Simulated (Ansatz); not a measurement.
# KVSe3 in P4mm, a phase reached by a soft mode: a soft mode frozen in

Which phase does KVSe3 in P4mm, a phase reached by a soft mode fall into along its unstable mode, and how much energy does it gain?

Main program and level: Ansatz 0.2.0; DFT PBEsol, scalar-relativistic, plane waves, PAW; PAW set soft_1.

Most raw output is cut from this account.

The structure was built from a prototype and need not be the compound's stable phase.

**1. The starting structure**

Symmetry: P4mm, No. 99, tetragonal system. The conventional cell has a = 4.664 Å, b = 4.664 Å, c = 5.662 Å, α = 90.00°, β = 90.00°, γ = 90.00°. Nearest to K lie 12 Se at 3.30 to 3.69 Å. Nearest to V lie 5 Se at 2.19 to 2.44 Å. Se has 2 V at 2.44 Å and 4 K at 3.65 to 3.69 Å nearest. Se has 1 V at 2.19 Å and 4 K at 3.30 Å nearest. Farther neighbours and most contacts between anions are not listed.

**2. Zone-centre response**

This phase was reached earlier by freezing in an unstable mode of a structure of higher symmetry and relaxing. Its zone-centre modes can show that it is still unstable.

Input file input.yaml:

```yaml
crystal:
  lattice:
    - [4.6636674864, 0.0, 0.0]
    - [0.0, 4.6636674864, 0.0]
    - [0.0, 0.0, 5.6622121893]
  atoms:
    - { symbol: K, position: [0.0, 0.0, 0.9797117282] }
    - { symbol: V, position: [0.5, 0.5, 0.6001800971] }
    - { symbol: Se, position: [0.5, 0.0, 0.4754561654] }
    - { symbol: Se, position: [0.5, 0.5, 0.9877865941] }
    - { symbol: Se, position: [0.0, 0.5, 0.4754561654] }
kpoints:
  mp_grid: { grid: [8, 8, 6] }
hamiltonian:
  xc: pbesol
  pseudopotentials: { kind: paw, azcp: { folder: soft_1 }, xc_functional: pbe }
scf:
  occupations: { method: methfessel_paxton, width: 0.2 }
output:
  eigenvalues: true
phonons:
  method: dfpt
```

On the command line:

```sh
> ansatz run input.yaml --threads 8 --pin off --max-ram 16384MiB --backend cpu --events-out ev --progress --plain --runs-dir out
```

Wall time 76 s (8 threads of Arm Neoverse V2, shared host); peak memory 2 GiB; 9.3 min of CPU time.

Numbers from this step:

```
volume per atom                                         : 24.63 Å³
gap on the k-mesh                                       : 0 eV
sum-rule residual before enforcement                    : 4.45e-5 eV/Å²
point group                                             : 4mm
highest optical mode at the zone centre (no LO-TO term) : 375.9 cm⁻¹
lowest optical zone-centre mode                         : -77.38 cm⁻¹
```

Patterns of degenerate modes are one choice out of their space. The modes at Γ (shares of kinetic energy by element, %) (negative means imaginary):

| mode | frequency (cm⁻¹) | symmetry | K % | V % | Se % |
| --- | --- | --- | --- | --- | --- |
| 1 | -77.4 | E | 1 | 28 | 71 |
| 2 | -77.4 | E | 1 | 28 | 71 |
| 3 | 0.0 | acoustic | 12 | 16 | 72 |
| 4 | 0.0 | acoustic | 12 | 16 | 72 |
| 5 | 0.0 | acoustic | 12 | 16 | 72 |
| 6 | 63.6 | A1 | 88 | 3 | 10 |
| 7 | 71.4 | B1 | 0 | 0 | 100 |
| 8 | 86.3 | E | 30 | 23 | 48 |
| 9 | 86.3 | E | 30 | 23 | 48 |
| 10 | 133.0 | A1 | 0 | 19 | 81 |
| 11 | 133.4 | E | 57 | 1 | 41 |
| 12 | 133.4 | E | 57 | 1 | 41 |
| 13 | 229.5 | E | 0 | 32 | 68 |
| 14 | 229.5 | E | 0 | 32 | 68 |
| 15 | 375.9 | A1 | 0 | 63 | 37 |

Displacements in mode 1 (-77.4 cm⁻¹), the largest set to 1:
```
K1  -0.17  0.01  0.00
V2  -0.82  0.04  0.00
Se3  1.00  0.00  0.00
Se4 -0.30  0.01  0.00
Se5 -0.08 -0.05  0.00
```

Displacements in mode 14 (229.5 cm⁻¹), the largest set to 1:
```
K1   0.05  0.00  0.00
V2  -0.93  0.03  0.00
Se3 -0.41 -0.03  0.00
Se4 -0.01  0.00  0.00
Se5  1.00  0.01  0.00
```

Before it was imposed, the acoustic sum rule was missed by 4.4e-5 eV/Å². Small misses are needed for a sound result but don't prove that mesh and cutoff are converged. The lowest optical mode is imaginary, 77.4i cm⁻¹, so the energy falls along it.

**3. The mode frozen in, largest atomic shift 0 Å**

The mode followed lies at Γ with frequency 77.4i cm⁻¹ and is 2-fold degenerate, the softest among the wavevectors solved. At small amplitude the distorted cell has space group no. 6 by a symmetry search on the positions. The undistorted cell that holds it gives the zero of energy on the same k mesh.

Edit input.yaml of step 2 so:

```diff
@@ -19,4 +19,4 @@
 output:
+  forces: true
+  stress: true
   eigenvalues: true
-phonons:
-  method: dfpt
```

It took 4.6 s on 8 threads; peak memory 0.62 GiB.

This step gave:

* pressure: -0.001887 GPa
* energy from the undistorted cell: 0 meV/atom

The run ends at a pressure of 0.00 GPa, with forces up to 5.3e-4 eV/Å.

**4. The mode frozen in, largest atomic shift 0.22 Å**

The atoms are moved along the unstable eigenvector, the largest shift by 0.22 Å, with the cell fixed.

input.yaml, the sections that differ from step 3:

```yaml
crystal:
  lattice:
    - [4.6636674864, 0.0, 0.0]
    - [0.0, 4.6636674864, 0.0]
    - [0.0, 0.0, 5.6622121893]
  atoms:
    - { symbol: K, position: [0.0, 0.0082495376, 0.9797117282] }
    - { symbol: V, position: [0.5, 0.5389172768, 0.6001800971] }
    - { symbol: Se, position: [0.5, 0.0039427359, 0.4754561654] }
    - { symbol: Se, position: [0.5, 0.5140419093, 0.9877865941] }
    - { symbol: Se, position: [0.0, 0.4528268255, 0.4754561654] }
# kpoints, hamiltonian, scf, output: as in step 3
```

It took 9 s on 8 threads; peak memory 0.81 GiB.

Numbers from this step:

```
pressure                         : 0.1620 GPa
energy from the undistorted cell : -7.179 meV/atom
```

The energy, extrapolated to zero smearing, is -7.18 meV/atom against the undistorted cell.

The run ends at a pressure of 0.16 GPa, with forces up to 0.25 eV/Å.

**5. Energy along the mode, all amplitudes (two of the runs are shown above)**

An imaginary frequency means negative curvature, so the energy should fall and then rise again as anharmonic terms take over.

Numbers from this step:

```
depth at the lowest point sampled  : 7.179 meV/atom
largest atomic shift at that point : 0.22 Å
```

Table of energy from the parent by largest atomic shift:

| largest atomic shift (Å) | energy from the parent (meV/atom) |
| --- | --- |
| 0.000 | 0 |
| 0.040 | -0.361 |
| 0.080 | -1.37 |
| 0.140 | -3.64 |
| 0.220 | -7.18 |
| 0.320 | -4.56 |
| 0.450 | 39.4 |

Displacement at unit largest shift by atom:

| atom | x (Å) | y (Å) | z (Å) | size |
| --- | --- | --- | --- | --- |
| K1 | 0.00 | 0.17 | 0.00 | 0.17 |
| V2 | 0.00 | 0.82 | 0.00 | 0.82 |
| Se3 | 0.00 | 0.08 | 0.00 | 0.08 |
| Se4 | 0.00 | 0.30 | 0.00 | 0.30 |
| Se5 | 0.00 | -1.00 | 0.00 | 1.00 |

The lowest of the steps tried is at 0.22 Å, 7.18 meV/atom below the parent; the bottom of the well need not coincide with a step.

**6. Relaxing from the distorted cell**

Starting from the lowest point found, all atoms and the cell are let go, so that strain and other modes of the same symmetry can join in.

Edit input.yaml of step 4 so:

```diff
@@ -22 +22,6 @@
   eigenvalues: true
+relax:
+  adjacent_minimum: "off"
+  f_tol: 0.002
+  max_steps: 120
+  cell: { stress_tol: 0.03 }
```

Elapsed: 96 s, on 8 threads; peak memory 0.92 GiB; 12 min of CPU time.

Step by step:

| step | energy less that of the first step (eV) | largest force component (eV/Å) | pressure (GPa) | volume (Å³) |
| --- | --- | --- | --- | --- |
| 1 | 0.0000 | 0.2476 | 0.16 | 123.15 |
| 2 | -0.0387 | 0.2676 | 0.07 | 123.06 |
| 3 | -0.0493 | 0.2547 | -0.03 | 123.70 |
| 4 | -0.0572 | 0.1328 | 0.00 | 124.64 |
| 5 | -0.0605 | 0.0421 | 0.05 | 125.17 |
| 6 | -0.0608 | 0.0356 | -0.01 | 125.42 |
| 7 | -0.0612 | 0.0102 | -0.01 | 125.40 |
| 8 | -0.0612 | 0.0059 | 0.00 | 125.21 |
| 9 | -0.0613 | 0.0033 | 0.00 | 125.21 |
| 10 | -0.0613 | 0.0028 | 0.01 | 125.19 |
| 11 | -0.0613 | 0.0016 | 0.00 | 125.20 |
| 12* | -0.0622 | 0.0016 | 0.01 | 125.20 |

Relaxation steps marked * repeat the geometry before them on a plane-wave basis chosen anew for their cell, so energy and pressure can jump there.

Forces are held to the 2 operations that the run works with; a distortion that breaks them can't arise in this run.

| cell as run | before | after | change |
| --- | --- | --- | --- |
| a (Å) | 4.664 | 4.523 | -3.0 % |
| b (Å) | 4.664 | 4.774 | +2.4 % |
| c (Å) | 5.662 | 5.821 | +2.8 % |
| α (°) | 90.00 | 84.92 | -5.6 % |
| volume (Å³/atom) | 24.63 | 25.04 | +1.7 % |

The atoms that moved most (Å, as changes of fractional coordinates times the final cell):

| atom | dx | dy | dz | length |
| --- | --- | --- | --- | --- |
| K1 | 0.000 | -0.023 | 0.098 | 0.101 |
| Se4 | 0.000 | -0.036 | -0.064 | 0.073 |
| Se5 | 0.000 | -0.056 | -0.043 | 0.071 |
| Se3 | 0.000 | 0.056 | 0.030 | 0.064 |
| V2 | 0.000 | 0.058 | -0.022 | 0.062 |

Final coordinates:

```xyz
5
Lattice="4.5226 0.0000 0.0000 0.0000 4.7697 0.2119 0.0000 0.2573 5.8156" Properties=species:S:1:pos:R:3 pbc="T T T"
K     0.0000    0.2685    5.7977
V     2.2613    2.7831    3.5830
Se    2.2613    0.1974    2.7964
Se    2.2613    2.6702    5.7898
Se    0.0000    2.2264    2.8176
```

Numbers from this step:

- pressure: 0.006487 GPa
- volume per atom: 25.04 Å³

The distorted start has space group Pm; the relaxation ends in Pm.

**7. The new phase in its own primitive cell**

The relaxed structure is symmetrised, reduced to its primitive cell and relaxed tightly, as its phonons need.

input.yaml, the sections that differ from step 6:

```yaml
crystal:
  lattice:
    - [4.7744017636, 0.0, 0.0]
    - [0.0, 4.5225746147, 0.0]
    - [-0.5151249469, 0.0, 5.7984783681]
  atoms:
    - { symbol: K, position: [0.0025173705, 0.0, 0.0031793808] }
    - { symbol: V, position: [0.5513514191, 0.5, 0.4039875327] }
    - { symbol: Se, position: [0.0154826482, 0.5, 0.5197256792] }
    - { symbol: Se, position: [0.5071193319, 0.5, 0.0229204795] }
    - { symbol: Se, position: [0.4415075155, 0.0, 0.5315961777] }
relax:
  adjacent_minimum: "off"
  f_tol: 0.001
  max_steps: 60
  cell: { stress_tol: 0.01 }
# kpoints, hamiltonian, scf, output: as in step 6
```

Elapsed: 39 s, on 8 threads; peak memory 0.89 GiB; 5 min of CPU time.

The steps of the relaxation:

| step | energy less that of the first step (eV) | largest force component (eV/Å) | pressure (GPa) | volume (Å³) |
| --- | --- | --- | --- | --- |
| 1 | 0.0000 | 0.0015 | 0.01 | 125.20 |
| 2 | 0.0000 | 0.0024 | 0.00 | 125.23 |
| 3 | 0.0000 | 0.0028 | -0.01 | 125.30 |
| 4 | 0.0000 | 0.0008 | 0.00 | 125.29 |
| 5* | 0.0000 | 0.0008 | 0.00 | 125.29 |

Relaxation steps marked * repeat the geometry before them on a plane-wave basis chosen anew for their cell, so energy and pressure can jump there.

Forces are held to the 2 operations that the run works with; a distortion that breaks them can't arise in this run.

| cell as run | before | after | change |
| --- | --- | --- | --- |
| a (Å) | 4.774 | 4.775 | +0.0 % |
| b (Å) | 4.523 | 4.521 | -0.0 % |
| c (Å) | 5.821 | 5.828 | +0.1 % |
| β (°) | 95.08 | 95.22 | +0.1 % |
| volume (Å³/atom) | 25.04 | 25.06 | +0.1 % |

Final coordinates:

```xyz
5
Lattice="4.7752 0.0000 -0.0060 0.0000 4.5208 0.0000 -0.5225 0.0000 5.8043" Properties=species:S:1:pos:R:3 pbc="T T T"
K     0.0080    0.0000    0.0163
V     2.4230    2.2604    2.3416
Se   -0.1957    2.2604    3.0170
Se    2.4073    2.2604    0.1319
Se    1.8319    0.0000    3.0827
```

This step gave:

```yaml
pressure: 0.001860 GPa
volume_per_atom: 25.06 Å³
```

The largest force component left is 0.78 meV/Å and the pressure is 0.002 GPa, within the tolerances set. The cell now holds 25.06 Å³/atom.

**8. Modes of the new phase**

A relaxed structure may still be a saddle point, so its zone-centre modes are computed. No field response is asked, since the mesh shows no gap.

input.yaml, the sections that differ from step 7:

```yaml
crystal:
  lattice:
    - [4.7752068103, 0.0, -0.0059851472]
    - [0.0, 4.5208238685, 0.0]
    - [-0.5224807263, 0.0, 5.8043397119]
  atoms:
    - { symbol: K, position: [0.001990904, 0.0, 0.0028098447] }
    - { symbol: V, position: [0.5516235971, 0.5, 0.4039900534] }
    - { symbol: Se, position: [0.0159017314, 0.5, 0.5198032812] }
    - { symbol: Se, position: [0.5066668189, 0.5, 0.0232492997] }
    - { symbol: Se, position: [0.4417952338, 0.0, 0.5315567709] }
output:
  eigenvalues: true
phonons:
  method: dfpt
# kpoints, hamiltonian, scf: as in step 7
# relax: removed
```

Elapsed: 2.3 min, on 8 threads; peak memory 2.4 GiB.

Numbers from this step:

```yaml
sum_rule_residual_before_enforcement: 7.30e-5 eV/Å²
point_group: m
highest_optical_mode_at_the_zone_centre_no_lo_to_term: 376.0 cm⁻¹
lowest_optical_zone_centre_mode: 57.68 cm⁻¹
```

Patterns of degenerate modes are one choice out of their space. The modes at Γ (shares of kinetic energy by element, %):

| mode | frequency (cm⁻¹) | symmetry | K % | V % | Se % |
| --- | --- | --- | --- | --- | --- |
| 1 | 0.0 | acoustic | 12 | 16 | 72 |
| 2 | 0.0 | acoustic | 12 | 16 | 72 |
| 3 | 0.0 | acoustic | 12 | 16 | 72 |
| 4 | 57.7 | A' | 20 | 1 | 79 |
| 5 | 63.5 | A' | 78 | 3 | 19 |
| 6 | 64.7 | A'' | 20 | 1 | 80 |
| 7 | 91.1 | A' | 18 | 4 | 79 |
| 8 | 115.1 | A'' | 32 | 23 | 45 |
| 9 | 116.8 | A' | 2 | 16 | 81 |
| 10 | 134.6 | A'' | 36 | 8 | 55 |
| 11 | 135.3 | A' | 56 | 1 | 43 |
| 12 | 157.4 | A' | 2 | 17 | 82 |
| 13 | 235.4 | A'' | 0 | 53 | 47 |
| 14 | 293.8 | A' | 0 | 61 | 39 |
| 15 | 376.0 | A' | 0 | 66 | 34 |

Displacements in mode 4 (57.7 cm⁻¹), the largest set to 1:
```
K1   0.94  0.00 -0.82
V2  -0.29  0.00  0.04
Se3 -0.52  0.00  0.92
Se4  1.00  0.00  0.07
Se5 -0.76  0.00 -0.60
```

Displacements in mode 6 (64.7 cm⁻¹), the largest set to 1:
```
K1   0.00 -1.00  0.00
V2   0.00  0.15  0.00
Se3  0.00  0.99  0.00
Se4  0.00 -0.95  0.00
Se5  0.00  0.36  0.00
```

Before it was imposed, the acoustic sum rule was missed by 7.3e-5 eV/Å². Small misses are needed for a sound result but don't prove that mesh and cutoff are converged. The lowest optical mode is real, 57.7 cm⁻¹.

**9. The phases reached**

The phases reached along the modes that were followed are set side by side.

Energies are those of the first relaxation, on the mesh of the frozen mode; space group, volume and gap are those of the last relaxation. Phases, by row:

| mode frozen in | space group | energy from parent (meV/atom) | volume (Å³/atom) | gap on mesh (eV) | lowest zone-centre optical mode (cm⁻¹) | largest shift (Å) |
| --- | --- | --- | --- | --- | --- | --- |
| parent | P4mm | 0 | 24.63 | 0 | – | – |
| q = (0, 0, 0), 77i cm⁻¹ | Cm | -10.36 | 24.98 | 0 | -60.4 | 0.177 |
| q = (0, 0, 0), 77i cm⁻¹ | Pm | -19.83 | 25.06 | 0 | 57.7 | 0.303 |

**10. Summary of results**

| Property | Result |
| --- | --- |
| unstable mode of the parent | q = (0, 0, 0), 77i cm⁻¹ |
| depth at the lowest point sampled | 7.18 meV/atom |
| largest atomic shift at that point | 0.22 Å |
| space group reached (within 0.01 Å) | Pm |
| energy gained over the parent (first relaxation, on the mesh of the frozen mode) | 19.8 meV/atom |
| volume per atom, phase reached | 25.1 Å³ |
| lowest optical zone-centre mode, phase reached | 57.7 cm⁻¹ |
| highest optical mode at the zone centre (no LO-TO term), phase reached | 376 cm⁻¹ |

Along this mode the structure falls into Pm, 19.8 meV/atom below the parent. At the parent's cell the well is 7.179 meV/atom deep on the steps tried, with its lowest point at a shift of 0.22 Å. Relaxing atoms and cell changes the gain by +12.65 meV/atom against the lowest step (energies at zero smearing). Most of the total comes from this relaxation. The new phase has no imaginary mode at the zone centre of its cell; other wavevectors were not checked. Of the 2 patterns followed to their end from this parent, this one reaches the lowest energy. Each path keeps the symmetry of its pattern, so a lower phase may lie along a pattern not tried. With no gap, or one that is small against the smearing, the frequencies hang on the k mesh and the smearing, most of all near Kohn anomalies. The phonon runs are without spin polarisation, although V often carries a moment. The PAW files were made for PBE and serve the other functionals too. The starting cell was built on a prototype and not taken from a measurement, so the phase need not exist.

[Logs are printed without paths, hosts, clocks, repeated set-up lines and the standing remarks that a program may print on its own settings, such as how far it seeks lower states.]

[Hosts, paths, dates, database ids (printed as entryN), source tags and the programs' standing remarks are cut or masked in the printed files.]
